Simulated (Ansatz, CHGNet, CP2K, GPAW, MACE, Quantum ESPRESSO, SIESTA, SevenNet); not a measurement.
# Which run comes nearest? Random packing of Al88Ni5Y8 (at. %) (105 atoms)

Density of this cell: 2.98 g/cm³. The cell holds 105 atoms: 92 Al, 5 Ni and 8 Y. Its edges and angles: a = 12.476 Å, b = 12.476 Å, c = 12.476 Å, α = 90.0°, β = 90.0°, γ = 90.0°. 105 atoms (92 Al, 5 Ni, 8 Y) packed at random in a cube at 2.98 g/cm³ and pushed apart as soft spheres; a start for melting by ab initio MD, not an equilibrated structure. Then every atom was moved at random, 0.03 Å r.m.s. a Cartesian component.

Geometry: as built.

The reference, a calculation:

| Item | Value |
| --- | --- |
| method | Kohn-Sham DFT, PBE, SSSP efficiency 1.3.0 pseudopotentials, plane waves (Quantum ESPRESSO 7.5); sssp-pbe-1.3.0-efficiency, cutoffs 60/480 Ry, Γ point |
| r.m.s. force component | 1.362 eV/Å |
| longest force | 5.332 eV/Å |
| pressure | 15.55 GPa |
| time | 26 min on 4 MPI ranks of Arm Neoverse V1, shared host |
| CPU time | 1.7 h |

Q: Estimate the differences from the reference, the CPU time and the memory of each run.
- CHGNet r2SCAN potential (CHGNet r2SCAN; 1 thread)
- SevenNet l3i5 potential (SevenNet l3i5; 1 thread)
- MACE MP-0b3 medium potential (MACE MP-0b3 medium; 1 thread)
- CP2K PBE, DZVP-MOLOPT-SR, 800/50 Ry, diagonalisation (CP2K 2026.2; 2 threads)
- CP2K PBE, SZV-MOLOPT-SR, 800/50 Ry, diagonalisation (CP2K 2026.2; 2 threads)

Differences are against the plane-wave reference, forces as r.m.s. over components; share is that over the reference's r.m.s. force, slope the least-squares factor from reference forces to these. Total energies of different programs have different zeros and aren't compared.

```csv
run,"Δ force, r.m.s. (meV/Å)",share (%),slope,Δ pressure (GPa),cores,CPU time,memory (GiB)
reference,-,-,-,-,4,1.7 h,11
CHGNet r2SCAN potential,280,20.5,0.950,-4.64,1,4.4 s,1.0
SevenNet l3i5 potential,249,18.3,1.032,0.135,1,11 s,1.4
MACE MP-0b3 medium potential,259,19.0,1.085,0.617,1,9 s,1.0
"CP2K PBE, DZVP-MOLOPT-SR, 800/50 Ry, diagonalisation",33.6,2.46,0.988,-0.362,2,31 min,13
"CP2K PBE, SZV-MOLOPT-SR, 800/50 Ry, diagonalisation (coarse)",320,23.5,1.035,5.79,2,15 min,13
```

Rows marked coarse were listed beforehand as settings not expected to be converged; some can still land near the reference.

Times of the machine-learned potentials are mostly Python's start and the loading of weights.

CPU time is summed over cores on a shared host, where runs went side by side, so it is rough. Symmetry, cutoffs, thresholds, outputs and thread counts weren't matched or tuned between programs; memory under MPI is the largest rank's times the ranks.

The PBE run in local orbitals, coarse settings apart, differs by 2.5 % (CP2K PBE, DZVP-MOLOPT-SR, 800/50 Ry, diagonalisation); basis, grid and potentials can all enter. Machine-learned potentials differ by 18 % (SevenNet l3i5 potential) to 21 % (CHGNet r2SCAN potential); they were trained on other programs' data, some at another functional. Runs with settings chosen to be coarse differ by 24 % (CP2K PBE, SZV-MOLOPT-SR, 800/50 Ry, diagonalisation), their programs' other errors included. Of the electronic-structure runs that take under half the reference's CPU time, CP2K PBE, DZVP-MOLOPT-SR, 800/50 Ry, diagonalisation comes nearest, at 2.5 % in 31 min against 1.7 h. Machine-learned potentials mimic data converged in k, so the reference's own k-point error enters their differences. The electronic-structure runs sample only Γ, in a cell whose shortest periodic width is 12 Å, which is coarse for a cell with partly filled levels.

[Logs are printed without paths, hosts, clocks, repeated set-up lines and the standing remarks that a program may print on its own settings, such as how far it seeks lower states.]

[Hosts, paths, dates, database ids (printed as entryN), source tags and the programs' standing remarks are cut or masked in the printed files.]
